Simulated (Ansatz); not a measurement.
**1T-PbBrI monolayer in a perpendicular field**

What dipole does a perpendicular field induce in the 1T-PbBrI monolayer, and does the gap follow? A positive field points along +c.

Program: Ansatz 0.2.0. Level of theory: plane-wave DFT, PBE-D3(BJ), Ansatz PAW, in the first sound run; inputs show where later runs differ. Results are calculated unless marked as measured.

## 1. The structure

The cell holds 3 atoms: 1 I, 1 Pb and 1 Br. Cell: a = 4.142 Å, b = 4.142 Å, c = 35.988 Å, α = 90.0°, β = 90.0°, γ = 120.0°. Vacuum lies along c.

## 2. Relaxation

The starting cell is a guess, so the in-plane lattice and the atoms are relaxed first, with the slab cut off from its images along the normal.

input.yaml

```yaml
crystal:
  lattice:
    - [4.142421, 0.0, 0.0]
    - [-2.0712105, 3.5874418192, 0.0]
    - [0.0, 0.0, 35.9878610306]
  atoms:
    - { symbol: I, position: [0.6666666667, 0.3333333333, 0.4654347194] }
    - { symbol: Pb, position: [0.0, 0.0, 0.5057339882] }
    - { symbol: Br, position: [0.3333333333, 0.6666666667, 0.5345652806] }
  periodic: [true, true, false]
kpoints:
  mp_grid: { grid: [12, 12, 1] }
hamiltonian:
  xc: pbe
  dispersion: d3bj
scf:
  occupations: { method: fermi_dirac, width: 0.05 }
  convergence: { dr2_threshold: 1.0e-09 }
relax:
  f_tol: 0.004
  max_steps: 90
  cell: {}
output:
  write_potential: true
  write_density: true
  volumetric_format: npy
```

On the command line:

```
$ ansatz run input.yaml --threads 4 --pin off --max-ram 6144MiB --backend cpu --events-out ev --progress --plain --runs-dir out
```

Numbers of over 12 decimals in the logs are rounded to 6 here.

Output:

```text
Warning: relax.cell: scf.convergence.dr2_threshold = 1e-9 eV is looser than the 1.92373453089e-10 eV advised for a relaxation that steers and ends on the stress (1e-10 eV for each atom of the cell: 3, times the square of relax.cell.stress_2d_tol = 0.05 N/m over 12.5 Å (the atoms' height at the walk's start and 5 Å past either face), 4.004e-2 GPa, over a crystal's default 0.05). What an SCF threshold leaves in a stress goes as its square root, and in the free energy as the threshold itself, and one threshold admits the most on a small cell: [figures from the program's tests cut] Set scf.convergence.dr2_threshold to 1.92373453089e-10 eV or tighter. [rest of the remark cut]
Engine: ansatz 0.2.0, x86_64-unknown-linux-gnu
Pseudopotentials: kind: paw
Pseudopotential: I, paw, valence charge 17, recommended cutoff 420 eV (normal), I.paw.azcp
Pseudopotential: Pb, paw, valence charge 14, recommended cutoff 420 eV (normal), Pb.paw.azcp
Pseudopotential: Br, paw, valence charge 7, recommended cutoff 420 eV (normal), Br.paw.azcp
Functional definition: PBE
  parameter kappa = 0.804
  parameter beta = 0.066725
  exchange = pbe_x(kappa = kappa, mu = beta*pi^2/3)
  correlation = pbe_c(beta = beta)
Crystal: 3 atoms, lattice volume = 534.805 Å³
Basis set: ecut = 420 eV, 10309 PW (Γ), exchange–correlation on 60×60×486 points (8 copies of the dense FFT grid, shifted against one another)
Bands: 23, of which v1, the nominal top of the filled ones, is band 19 counted from 1 (18 counted from 0)
Symmetry: 6 space group operations
Space group: P3m1 (ITA 156), of the structure as read, at distance tolerance 8.1e-5 Å
k-points: 19 of 144 (time reversal used)
Non-local potential: I, projectors of the file, l = 0: 2, l = 1: 2, l = 2: 2, l = 3: 2
Non-local potential: Pb, projectors of the file, l = 0: 2, l = 1: 2, l = 2: 2, l = 3: 2
Non-local potential: Br, projectors of the file, l = 0: 2, l = 1: 2, l = 2: 2
PAW form: soft (Blöchl's): semilocal exchange-correlation on the pseudo side does not see the compensation charge
PAW one-centre angular grid: I, 590 points (default); XC on 64 Gauss nodes
PAW one-centre angular grid: Pb, 590 points (default); XC on 64 Gauss nodes
PAW one-centre angular grid: Br, 110 points (default); XC on 64 Gauss nodes
Initial density: superposition of atomic densities (neutral atoms: chi_scale 0, normalization atom), corrected by the library's trained network
Initial wavefunctions: pseudopotential atomic-orbital guess
Functional: x = pbe(κ = 0.804, μ = 0.219515), c = pbe(β = 0.066725)
SCF iter   1: F=—  HF=-22202.113160 eV  |F-HF|=—  |Δ(HF+E_count)|=         —  Δρ=9.76e-4  dr2=1.10e-2  ethr=1.77e-3  ⟨swp⟩=19.1  Hψ=4509  notcnv=0
preconditioner: auto → Resta (q_TF=auto, 1.756 Å⁻¹)  ε∞=1.3  [insulator: Δε(μ)=1.390 eV  Ē_g=14.486 eV  σ=0.050 eV  W_gap=1.00  n_scr=26 (ndim 8)  ℏωp=8.5 eV  f_vac=0.817  D(μ)=0.00/eV (n_scr^D=0)  ε∞_Penn≈1.3  vacuum switching on, ρ_ref=1.5e-2 e/Å³]
SCF iter   2: F=—  HF=-22202.115313 eV  |F-HF|=—  |Δ(HF+E_count)|=   2.15e-3  Δρ=5.11e-4  dr2=8.77e-3  ethr=2.90e-5  ⟨swp⟩=4.0  Hψ=1379  notcnv=0
SCF iter   3: F=—  HF=-22202.114849 eV  |F-HF|=—  |Δ(HF+E_count)|=   4.64e-4  Δρ=3.79e-4  dr2=3.34e-3  ethr=2.31e-5  ⟨swp⟩=3.7  Hψ=871  notcnv=0
SCF iter   4: F=—  HF=-22202.114776 eV  |F-HF|=—  |Δ(HF+E_count)|=   7.32e-5  Δρ=1.77e-4  dr2=2.32e-4  ethr=8.80e-6  ⟨swp⟩=2.7  Hψ=695  notcnv=0
SCF iter   5: F=—  HF=-22202.115063 eV  |F-HF|=—  |Δ(HF+E_count)|=   2.87e-4  Δρ=6.17e-5  dr2=2.51e-5  ethr=6.11e-7  ⟨swp⟩=3.5  Hψ=1042  notcnv=0
SCF iter   6: F=—  HF=-22202.115125 eV  |F-HF|=—  |Δ(HF+E_count)|=   6.17e-5  Δρ=1.60e-5  dr2=1.04e-6  ethr=6.61e-8  ⟨swp⟩=3.6  Hψ=966  notcnv=0
SCF iter   7: F=—  HF=-22202.115240 eV  |F-HF|=—  |Δ(HF+E_count)|=   1.15e-4  Δρ=4.12e-6  dr2=6.31e-8  ethr=2.73e-9  ⟨swp⟩=3.1  Hψ=932  notcnv=0
SCF iter   8: F=—  HF=-22202.115240 eV  |F-HF|=—  |Δ(HF+E_count)|=   6.43e-8  Δρ=1.18e-6  dr2=6.49e-9  ethr=1.66e-10  ⟨swp⟩=3.3  Hψ=1013  notcnv=0
SCF iter   9: F=-22202.115240 eV  HF=-22202.115240 eV  |F-HF|=2.68e-9  |Δ(HF+E_count)|=   1.05e-8  Δρ=2.02e-7  dr2=1.76e-10  ethr=2.63e-12  ⟨swp⟩=13.5  Hψ=3868  notcnv=0
SCF 1 converged in 9 iterations: F = -22202.115240 eV  dr2 = 1.76e-10
  greatest PAW one-centre occupation: 0.999 electrons in one spin orbital (limit 2), on the I atom at site 0 (counted from 0), in its partial waves of l = 2
relax step   1: F+E_penalty+E_count = -22202.11524014 eV  Δ(F+E_penalty+E_count) = +0.000e0 eV  max|allowed force component| = 4.967e0 eV/Å  Δτ_max = 0.0000 Å  P = +19.781 N/m  Ω = 534.805 Å³  fix = [c, alpha, beta]  reactions: c +0.000 N/m  (9 SCF iters, accepted)
Crystal: 3 atoms, lattice volume = 546.520 Å³
Basis set: ecut = 420 eV, 10531 PW (Γ), exchange–correlation on 60×60×486 points (8 copies of the dense FFT grid, shifted against one another)
Initial density: handed on by an earlier stage of this run
Initial wavefunctions: those handed on with the density
iter 1 solved again at ethr=1.01e-4 eV; its pass at ethr=3.10e-3 eV (dr2=3.84e-2 eV) is discarded
SCF iter   1: F=—  HF=-22203.887863 eV  |F-HF|=—  |Δ(HF+E_count)|=         —  Δρ=1.99e-3  dr2=3.83e-2  ethr=1.01e-4  ⟨swp⟩=3.3  Hψ=3776  notcnv=0
preconditioner: auto → Resta (q_TF=auto, 1.750 Å⁻¹)  ε∞=1.4  [insulator: Δε(μ)=1.965 eV  Ē_g=14.066 eV  σ=0.050 eV  W_gap=1.00  n_scr=38 (ndim 8)  ℏωp=8.4 eV  f_vac=0.809  D(μ)=0.00/eV (n_scr^D=0)  ε∞_Penn≈1.4  vacuum switching on, ρ_ref=1.4e-2 e/Å³]
SCF iter   2: F=—  HF=-22203.881661 eV  |F-HF|=—  |Δ(HF+E_count)|=   6.20e-3  Δρ=1.05e-3  dr2=2.02e-2  ethr=1.01e-4  ⟨swp⟩=3.9  Hψ=801  notcnv=0
SCF iter   3: F=—  HF=-22203.880446 eV  |F-HF|=—  |Δ(HF+E_count)|=   1.22e-3  Δρ=7.00e-4  dr2=1.05e-2  ethr=5.31e-5  ⟨swp⟩=4.1  Hψ=740  notcnv=0
SCF iter   4: F=—  HF=-22203.879256 eV  |F-HF|=—  |Δ(HF+E_count)|=   1.19e-3  Δρ=3.98e-4  dr2=1.34e-3  ethr=2.77e-5  ⟨swp⟩=1.4  Hψ=550  notcnv=0
SCF iter   5: F=—  HF=-22203.879270 eV  |F-HF|=—  |Δ(HF+E_count)|=   1.44e-5  Δρ=1.31e-4  dr2=6.14e-5  ethr=3.53e-6  ⟨swp⟩=2.6  Hψ=701  notcnv=0
SCF iter   6: F=—  HF=-22203.879290 eV  |F-HF|=—  |Δ(HF+E_count)|=   1.96e-5  Δρ=3.69e-5  dr2=4.78e-6  ethr=1.62e-7  ⟨swp⟩=3.0  Hψ=843  notcnv=0
SCF iter   7: F=—  HF=-22203.879299 eV  |F-HF|=—  |Δ(HF+E_count)|=   9.81e-6  Δρ=8.96e-6  dr2=1.48e-6  ethr=1.26e-8  ⟨swp⟩=3.4  Hψ=922  notcnv=0
SCF iter   8: F=—  HF=-22203.879405 eV  |F-HF|=—  |Δ(HF+E_count)|=   1.05e-4  Δρ=2.25e-6  dr2=5.51e-8  ethr=3.88e-9  ⟨swp⟩=2.3  Hψ=727  notcnv=0
SCF iter   9: F=—  HF=-22203.879405 eV  |F-HF|=—  |Δ(HF+E_count)|=   7.08e-9  Δρ=6.45e-7  dr2=2.10e-9  ethr=1.45e-10  ⟨swp⟩=3.0  Hψ=871  notcnv=0
[...]
[... from here on, the SCF cycles and remarks between the steps are left out ...]
relax step   4: F+E_penalty+E_count = -22205.36082710 eV  Δ(F+E_penalty+E_count) = -4.644e-1 eV  max|allowed force component| = 5.464e-1 eV/Å  Δτ_max = 0.1989 Å  P = +2.525 N/m  Ω = 565.198 Å³  energy of the carried Pulay correction = -7.462e-4 eV  fix = [c, alpha, beta]  reactions: c +0.000 N/m  (9 SCF iters, accepted)
relax step   5: F+E_penalty+E_count = -22205.40131375 eV  Δ(F+E_penalty+E_count) = -4.049e-2 eV  max|allowed force component| = 5.130e-1 eV/Å  Δτ_max = 0.2000 Å  P = +0.044 N/m  Ω = 578.283 Å³  energy of the carried Pulay correction = -1.055e-3 eV  fix = [c, alpha, beta]  reactions: c +0.000 N/m  (10 SCF iters, accepted)
relax step   6: F+E_penalty+E_count = -22205.45755661 eV  Δ(F+E_penalty+E_count) = -5.624e-2 eV  max|allowed force component| = 9.844e-2 eV/Å  Δτ_max = 0.1131 Å  P = +0.488 N/m  Ω = 589.439 Å³  energy of the carried Pulay correction = -1.313e-3 eV  fix = [c, alpha, beta]  reactions: c +0.000 N/m  (9 SCF iters, accepted)
relax step   7: F+E_penalty+E_count = -22205.47109797 eV  Δ(F+E_penalty+E_count) = -1.354e-2 eV  max|allowed force component| = 4.217e-2 eV/Å  Δτ_max = 0.0574 Å  P = +0.399 N/m  Ω = 604.701 Å³  energy of the carried Pulay correction = -1.657e-3 eV  fix = [c, alpha, beta]  reactions: c +0.000 N/m  (8 SCF iters, accepted)
relax step   8: F+E_penalty+E_count = -22205.47601265 eV  Δ(F+E_penalty+E_count) = -4.915e-3 eV  max|allowed force component| = 4.285e-2 eV/Å  Δτ_max = 0.0304 Å  P = +0.133 N/m  Ω = 619.363 Å³  energy of the carried Pulay correction = -1.979e-3 eV  fix = [c, alpha, beta]  reactions: c +0.000 N/m  (9 SCF iters, accepted)
relax step   9: F+E_penalty+E_count = -22205.47647064 eV  Δ(F+E_penalty+E_count) = -4.580e-4 eV  max|allowed force component| = 6.823e-3 eV/Å  Δτ_max = 0.0045 Å  P = +0.010 N/m  Ω = 622.877 Å³  energy of the carried Pulay correction = -2.055e-3 eV  fix = [c, alpha, beta]  reactions: c +0.000 N/m  (8 SCF iters, accepted)
relax step  10: F+E_penalty+E_count = -22205.47647603 eV  Δ(F+E_penalty+E_count) = -5.395e-6 eV  max|allowed force component| = 3.025e-4 eV/Å  Δτ_max = 0.0027 Å  P = +0.005 N/m  Ω = 623.643 Å³  energy of the carried Pulay correction = -2.072e-3 eV  fix = [c, alpha, beta]  reactions: c +0.000 N/m  (6 SCF iters, accepted)
Initial wavefunctions: pseudopotential atomic-orbital guess (no wavefunctions were taken with the density)
iter 1 solved again at ethr=5.02e-6 eV; its pass at ethr=3.10e-3 eV (dr2=1.91e-3 eV) is discarded
SCF iter   1: F=—  HF=-22205.449206 eV  |F-HF|=—  |Δ(HF+E_count)|=         —  Δρ=4.49e-4  dr2=4.93e-5  ethr=5.02e-6  ⟨swp⟩=3.9  Hψ=4640  notcnv=0
preconditioner: auto → Resta (q_TF=auto, 1.711 Å⁻¹)  ε∞=1.4  [insulator: Δε(μ)=2.772 eV  Ē_g=13.133 eV  σ=0.050 eV  W_gap=1.00  n_scr=60 (ndim 8)  ℏωp=7.9 eV  f_vac=0.793  D(μ)=0.00/eV (n_scr^D=0)  ε∞_Penn≈1.4  vacuum switching on, ρ_ref=1.3e-2 e/Å³]
SCF iter   2: F=—  HF=-22205.468663 eV  |F-HF|=—  |Δ(HF+E_count)|=   1.95e-2  Δρ=2.25e-4  dr2=2.17e-5  ethr=1.30e-7  ⟨swp⟩=3.7  Hψ=1029  notcnv=0
SCF iter   3: F=—  HF=-22205.475222 eV  |F-HF|=—  |Δ(HF+E_count)|=   6.56e-3  Δρ=1.11e-4  dr2=2.60e-5  ethr=5.72e-8  ⟨swp⟩=3.7  Hψ=992  notcnv=0
SCF iter   4: F=—  HF=-22205.476936 eV  |F-HF|=—  |Δ(HF+E_count)|=   1.71e-3  Δρ=6.14e-5  dr2=8.23e-6  ethr=5.72e-8  ⟨swp⟩=2.3  Hψ=670  notcnv=0
SCF iter   5: F=—  HF=-22205.477689 eV  |F-HF|=—  |Δ(HF+E_count)|=   7.53e-4  Δρ=2.74e-5  dr2=6.69e-7  ethr=2.17e-8  ⟨swp⟩=2.3  Hψ=572  notcnv=0
SCF iter   6: F=—  HF=-22205.478060 eV  |F-HF|=—  |Δ(HF+E_count)|=   3.71e-4  Δρ=7.27e-6  dr2=3.99e-8  ethr=1.76e-9  ⟨swp⟩=3.1  Hψ=743  notcnv=0
SCF iter   7: F=—  HF=-22205.478086 eV  |F-HF|=—  |Δ(HF+E_count)|=   2.60e-5  Δρ=1.29e-6  dr2=3.35e-9  ethr=1.05e-10  ⟨swp⟩=2.8  Hψ=857  notcnv=0
SCF iter   8: F=-22205.478088 eV  HF=-22205.478088 eV  |F-HF|=6.84e-8  |Δ(HF+E_count)|=   1.73e-6  Δρ=2.39e-7  dr2=2.57e-10  ethr=2.63e-12  ⟨swp⟩=18.7  Hψ=3779  notcnv=0
SCF 11 converged in 8 iterations: F = -22205.478088 eV  dr2 = 2.57e-10
relax step  11: F+E_penalty+E_count = -22205.47808767 eV  Δ(F+E_penalty+E_count) = -1.612e-3 eV  max|allowed force component| = 4.165e-4 eV/Å  Δτ_max = 0.0000 Å  P = +0.013 N/m  Ω = 623.643 Å³  fix = [c, alpha, beta]  reactions: c +0.000 N/m  stress off target by 1.27e-2 N/m on what of the cell is left free  SCF on the basis re-selected at this cell (its energy is not comparable with the rows above)  (8 SCF iters)
basis re-selected at this cell: Δ(F+E_penalty+E_count) = -1.612e-3 eV, ΔP = +0.008 N/m vs the last step (what re-selecting the basis moved, of the pressure what is left beyond the Pulay correction that the steps carried, after the strain that the cell walked since its last selection, with what the two solves' SCF thresholds leave and, on support functions, any second-order correction that the steps lacked; it is no m [...]
WARN: The output density's exchange-correlation potential varies sharply where the density is thin. Do not read a vacuum level from v_tot or v_xc, or from such a field of the output density. On a cell that repeats whose density bears no net charge and no dipole along the vacuum's axis use v_es (v_loc + v_h of the components); under efield.dipole_correction with no amplitude use v_es + v_field, which holds any externa [...]
SCF converged after 8 iterations
Free energy (F): -22205.478088 eV
Harris-Foulkes:  -22205.478088 eV  (|F-HF|=6.84e-8)
Internal energy: -22205.478088 eV  (E = F + TS)
E sigma→0 (E₀):  -22205.478088 eV
Fermi energy:    -5.199086 eV
--- Per-component energies (eV) ---
  E_band       = -922.615614
  E_kinetic    = 607.416149
  E_local      = -58652.130893  (includes V_loc(G=0)·N_el)
  E_nonlocal   = 329.264456
  E_hartree    = 28957.003803
  E_xc         = -612.982262
  E_vxc        = -363.759250  (∫ρ·V_xc dr)
  E_paw        = -17465.331437  (= ΣΔE_a)
  E_vpaw       = -757.414643  (= ΣTr[D̂ρ^β])
  E_aug_tail   = 0.000036  (compensation charges beyond the density's cutoff)
  E_ewald      = 24631.867458
  E_disp       = -0.585397  (pairwise vdW)
  E_smearing   = -0.000000  (= −TS)
  E_closure    = 0.000000  (closes the sum)
  Σ components = -22205.478088   (vs F -22205.478088, Δ=0.00e0)
--- Forces (eV/Å), atoms counted from 1 ---
  atom   1  I      0.00000000    -0.00000000     0.00033429
  atom   2  Pb     0.00000000    -0.00000000     0.00008016
  atom   3  Br    -0.00000000     0.00000000    -0.00041758
  max |Σ_I F_I| component: 3.13e-6 eV/Å
--- 2D stress c σ (N/m, compression-positive) ---
        0.012743      -0.000000      -0.000000
       -0.000000       0.012743      -0.000000
       -0.000000      -0.000000       0.000000
  P = ½ c Tr σ = 0.0127 N/m
--- Band table (eV; the first three rows and the last of 19) ---
  k-point 0: bands = [... 15 lower, -7.7656, -7.0297, -6.9789, -6.9789, -3.8993, -2.7011, -2.7011, -0.6748]
  k-point 1: bands = [... 15 lower, -7.7580, -7.2683, -7.0041, -6.8157, -3.7014, -2.7879, -2.6397, -0.5495]
  k-point 2: bands = [... 15 lower, -7.8241, -7.5737, -7.0687, -6.6936, -3.4301, -2.7168, -2.4908, -0.3462]
  k-point 18: bands = [... 15 lower, -8.8012, -7.6646, -7.5095, -6.7587, -2.6354, -2.2923, -1.8349, 1.0793]
--- Relaxed structure (10 steps of the walk, 10 accepted, 1 SCFs on fresh bases) ---
  F+E_penalty+E_count = -22205.47808767 eV   max|allowed force component| = 4.165e-4 eV/Å   (the final SCF, on the basis selected at the relaxed cell)
  cell:  # Å, volume = 623.6427 Å³
    - [4.473265, 0, 0]
    - [-2.236632, 3.873961, 0]
    - [0, 0, 35.9878610306]
  atoms:
    - { symbol: I, position: [0.666667, 0.333333, 0.450402] }
    - { symbol: Pb, position: [-5.768534209178745e-19, 0, 0.504837] }
    - { symbol: Br, position: [0.333333, 0.666667, 0.550495] }
```

The job ended after 62 s (4 threads of AMD EPYC 7R43, shared host; peak memory 1.1 GiB).

Step by step:

```
step  energy less that of the first step (eV)  largest force component (eV/Å)  volume (Å³)
   1                                   0.0000                          4.9665       534.80
   2                                  -1.7642                          3.1616       546.52
   3                                  -2.7812                          1.7472       556.08
   4                                  -3.2456                          0.5464       565.20
   5                                  -3.2861                          0.5130       578.28
   6                                  -3.3423                          0.0984       589.44
   7                                  -3.3559                          0.0422       604.70
   8                                  -3.3608                          0.0429       619.36
   9                                  -3.3612                          0.0068       622.88
  10                                  -3.3612                          0.0003       623.64
 11*                                  -3.3628                          0.0004       623.64
```

Relaxation steps marked * repeat the geometry before them on a plane-wave basis chosen anew for their cell, so energy and pressure can jump there.

The run keeps the 6 symmetry operations that it works with, so distortions that break them were not tested.

```
cell as run  before  after  change
      a (Å)   4.142  4.473  +8.0 %
      b (Å)   4.142  4.473  +8.0 %
```

The atoms that moved most (Å, along periodic axes as changes of fractional coordinates times the final cell, across vacuum about the mean position):

```
atom     dx     dy      dz  length
 Br3  0.000  0.000   0.573   0.573
  I1  0.000  0.000  -0.541   0.541
 Pb2  0.000  0.000  -0.032   0.032
```

The relaxed structure:

```xyz
3
Lattice="4.4733 0.0000 0.0000 -2.2366 3.8740 0.0000 0.0000 0.0000 35.9879" Properties=species:S:1:pos:R:3
I     2.2366    1.2913   16.2090
Pb    0.0000    0.0000   18.1680
Br    0.0000    2.5826   19.8111
```

This step gave:

| Item | Value |
| --- | --- |
| gap on the k-mesh | 2.773 eV |

The lattice constant a goes from 4.142 to 4.473 Å.

(Part 1 of 4 ends here.)

[Logs are printed without paths, hosts, clocks, repeated set-up lines and the standing remarks that a program may print on its own settings, such as how far it seeks lower states.]

[Hosts, paths, dates, database ids (printed as entryN), source tags and the programs' standing remarks are cut or masked in the printed files.]

[Maps of the electrostatic potential energy from Ansatz leave out the sawtooth potential of an applied field or a dipole correction, so their vacuum need not be flat; planar profiles and work functions include it.]
